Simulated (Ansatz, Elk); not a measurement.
# Bonding as seen by X-rays: SrIrS3, part 2 of 2

Structure refinements treat a crystal as free atoms side by side. For a made-up structure of SrIrS3 (cell and positions from a PBE relaxation) the runs below show what the calculated density changes in F(hkl).

Elk 11.2.3 (patched build); all-electron DFT.

So far: Starting point; Ground state and structure factors; The highest occupied states alone.

The structure was built from a prototype and need not be the compound's stable phase.

**4. Another try**

Level of this step: DFT, PBE, all-electron APW+lo, Dirac cores, scalar-relativistic bands, static density, no spin (Elk).

In this try the input is made faulty on purpose, to show what that does.

The input is changed as shown.

Input file elk.in:

```
tasks
  0
  195

xctype
  20

spinpol
  .false.

rgkmax
  7.0

gmaxvr
  14.0

lmaxo
  7

lmaxapw
  8

swidth
  0.002

tshift
  .false.

ramdisk
  .false.

hmaxvr
  5.5

maxscl
  3

epspot
  1e-06

sppath
  './'

avec
  9.00041853222 0.00000000000 -0.00000000000
  0.00000000000 9.00041853222 0.00000000000
  -0.00000000000 0.00000000000 9.00041853222

atoms
  3
  'Ir.in'
  1
  0.5000000000 0.5000000000 0.5000000000   0.000000 0.000000 0.000000
  'Sr.in'
  1
  -0.0000000000 -0.0000000000 -0.0000000000   0.000000 0.000000 0.000000
  'S.in'
  3
  0.5000000000 0.5000000000 0.0000000000   0.000000 0.000000 0.000000
  0.5000000000 0.0000000000 0.5000000000   0.000000 0.000000 0.000000
  -0.0000000000 0.5000000000 0.5000000000   0.000000 0.000000 0.000000

ngridk
  5 5 5
```

Started as:

```sh
$ OMP_NUM_THREADS=4 elk
```

Numbers of over 12 decimals in the logs are rounded to 6 here.

The log of the run:

```text
┌─────────────────────────┐
│ Elk code version 11.2.3 │
└─────────────────────────┘

All units are atomic (Hartree, Bohr, etc.)

┌─────────────────────────────────────────────────┐
│ Ground-state run starting from atomic densities │
└─────────────────────────────────────────────────┘

Lattice vectors :
   9.000418532       0.000000000      -0.000000000
   0.000000000       9.000418532       0.000000000
  -0.000000000       0.000000000       9.000418532

Reciprocal lattice vectors :
  0.6980992367      -0.000000000       0.000000000
[...]
species : 3 (S)
[...]
atom 2                    :    13.89146426     (  0.3497425676E-03)
   atom 3                    :    13.89146426     (  0.3497425676E-03)
 total in muffin-tins        :    152.4488501
 total calculated charge     :    162.9964797
 total charge                :    163.0000000
 error                       :   0.3520348801E-02

┌──────────────────────────────┐
│ Self-consistent loop stopped │
└──────────────────────────────┘

Warning : core states of species 1 leak from the muffin-tin :   0.1242199070E-02

Warning : core states of species 3 leak from the muffin-tin :   0.3497425676E-03

Wrote STATE.OUT
[key lines of the parts left out:]
total energy                :     -22241.364550043
```

It took 10 s on 4 threads of Intel Xeon 6975P-C (Granite Rapids), shared host; peak memory 0.21 GiB.

The run stopped without converging, so none of its numbers is a property of the system.

The fault put into the input: too few SCF loops.

**5. Another functional**

The difference from free atoms is small, so it is set against the change that LDA (Perdew-Wang) makes.

elk.in: that of step 4 with these lines changed.

```diff
@@ -5,3 +5,3 @@
 xctype
-  20
+  3
 
@@ -35,3 +35,3 @@
 maxscl
-  3
+  120
```

Started as:

```sh
$ OMP_NUM_THREADS=4 elk
```

The log of the run:

```text
┌─────────────────────────┐
│ Elk code version 11.2.3 │
└─────────────────────────┘

All units are atomic (Hartree, Bohr, etc.)

┌─────────────────────────────────────────────────┐
│ Ground-state run starting from atomic densities │
└─────────────────────────────────────────────────┘

Lattice vectors :
   9.000418532       0.000000000      -0.000000000
   0.000000000       9.000418532       0.000000000
  -0.000000000       0.000000000       9.000418532

Reciprocal lattice vectors :
  0.6980992367      -0.000000000       0.000000000
[...]
species : 3 (S)
[...]
atom 2                    :    13.73361426     (  0.3482831291E-03)
   atom 3                    :    13.73361426     (  0.3482831291E-03)
 total in muffin-tins        :    152.5438081
 total calculated charge     :    162.9964919
 total charge                :    163.0000000
 error                       :   0.3508114205E-02

┌──────────────────────────────┐
│ Self-consistent loop stopped │
└──────────────────────────────┘

Warning : core states of species 1 leak from the muffin-tin :   0.1170652494E-02

Warning : core states of species 3 leak from the muffin-tin :   0.3482831291E-03

Wrote STATE.OUT
[key lines of the parts left out:]
total energy                :     -22218.385017350
```

The job ended after 12 s (4 threads; peak memory 0.17 GiB).

Against the first run R = 0.04 %; the largest change is +0.059 at 111.

**6. A coarser k-mesh**

About half the k-points along each axis test the sampling.

elk.in: that of step 5 with these lines changed.

```diff
@@ -5,3 +5,3 @@
 xctype
-  3
+  20
 
@@ -63,2 +63,2 @@
 ngridk
-  5 5 5
+  2 2 2
```

Started as:

```sh
$ OMP_NUM_THREADS=4 elk
```

The log of the run:

```text
┌─────────────────────────┐
│ Elk code version 11.2.3 │
└─────────────────────────┘

All units are atomic (Hartree, Bohr, etc.)

┌─────────────────────────────────────────────────┐
│ Ground-state run starting from atomic densities │
└─────────────────────────────────────────────────┘

Lattice vectors :
   9.000418532       0.000000000      -0.000000000
   0.000000000       9.000418532       0.000000000
  -0.000000000       0.000000000       9.000418532

Reciprocal lattice vectors :
  0.6980992367      -0.000000000       0.000000000
[...]
species : 3 (S)
[...]
atom 2                    :    13.76470648     (  0.3506218969E-03)
   atom 3                    :    13.76470648     (  0.3506218969E-03)
 total in muffin-tins        :    152.5885968
 total calculated charge     :    162.9962801
 total charge                :    163.0000000
 error                       :   0.3719925011E-02

┌──────────────────────────────┐
│ Self-consistent loop stopped │
└──────────────────────────────┘

Warning : core states of species 1 leak from the muffin-tin :   0.1172387611E-02

Warning : core states of species 3 leak from the muffin-tin :   0.3506218969E-03

Wrote STATE.OUT
[key lines of the parts left out:]
total energy                :     -22235.642438267
```

Wall time 16 s (4 threads); peak memory 0.22 GiB.

Against the first run R = 0.08 %; the largest change is +0.212 at 300.

**7. Settings against the effect**

```csv
run,R against the first run (%),"R against neutral atoms, low angle (%)",wall time
"PBE, rgkmax 7",0.00,0.16,19 s
LDA (Perdew-Wang),0.04,0.15,12 s
k-mesh 2×2×2,0.08,0.21,16 s
```

**8. Outcome**

| Quantity | Value |
| --- | --- |
| R against neutral atoms, sin θ/λ < 0.3 Å⁻¹ | 0.16 % |
| R against neutral atoms, 0.3 to 0.83 Å⁻¹ | 0.14 % |

What this shows: Independent neutral atoms miss the calculated amplitudes by R = 0.16 % below 0.3 Å⁻¹ and 0.14 % from there to 0.83 Å⁻¹; by shells, 0.17 % below 0.15 Å⁻¹ (2 forms), 0.15 % 0.15 to 0.3 (5 forms), 0.10 % 0.3 to 0.45 (12 forms), 0.14 % above 0.45 (59 forms). Bonding, aspherical density and the tables' own atoms all enter these figures, and the runs don't part them. The largest change of an amplitude is -0.37 electrons, at 111. Weak lines can change much in proportion: 111 goes from 0.98 to 0.61. The window's part falls from 23.0 electrons at the origin to at most 0.40 between 0.45 and 0.83 Å⁻¹. Below 0.3 Å⁻¹ the changes that finished (LDA (Perdew-Wang) and k-mesh 2×2×2) move F by R = 0.06 % at most, against the 0.16 % that separates it from free atoms, so the difference from free atoms is only partly resolved. A single amplitude moves by up to 0.21 electrons, against 0.37 for the largest difference from free atoms. The basis has no finished test. These runs have no spin, though d or f shells may be open. The electron count is odd, so without spin the run is a metal by force. Spin-orbit coupling is left out, which can matter for elements this heavy. Part of the difference isn't bonding: the tables are fits to free atoms and ions calculated by other methods than this functional. Thermal motion, anomalous dispersion and extinction are left out.

[Logs are printed without paths, hosts, clocks, repeated set-up lines and the standing remarks that a program may print on its own settings, such as how far it seeks lower states.]

[Hosts, paths, dates, database ids (printed as entryN), source tags and the programs' standing remarks are cut or masked in the printed files.]
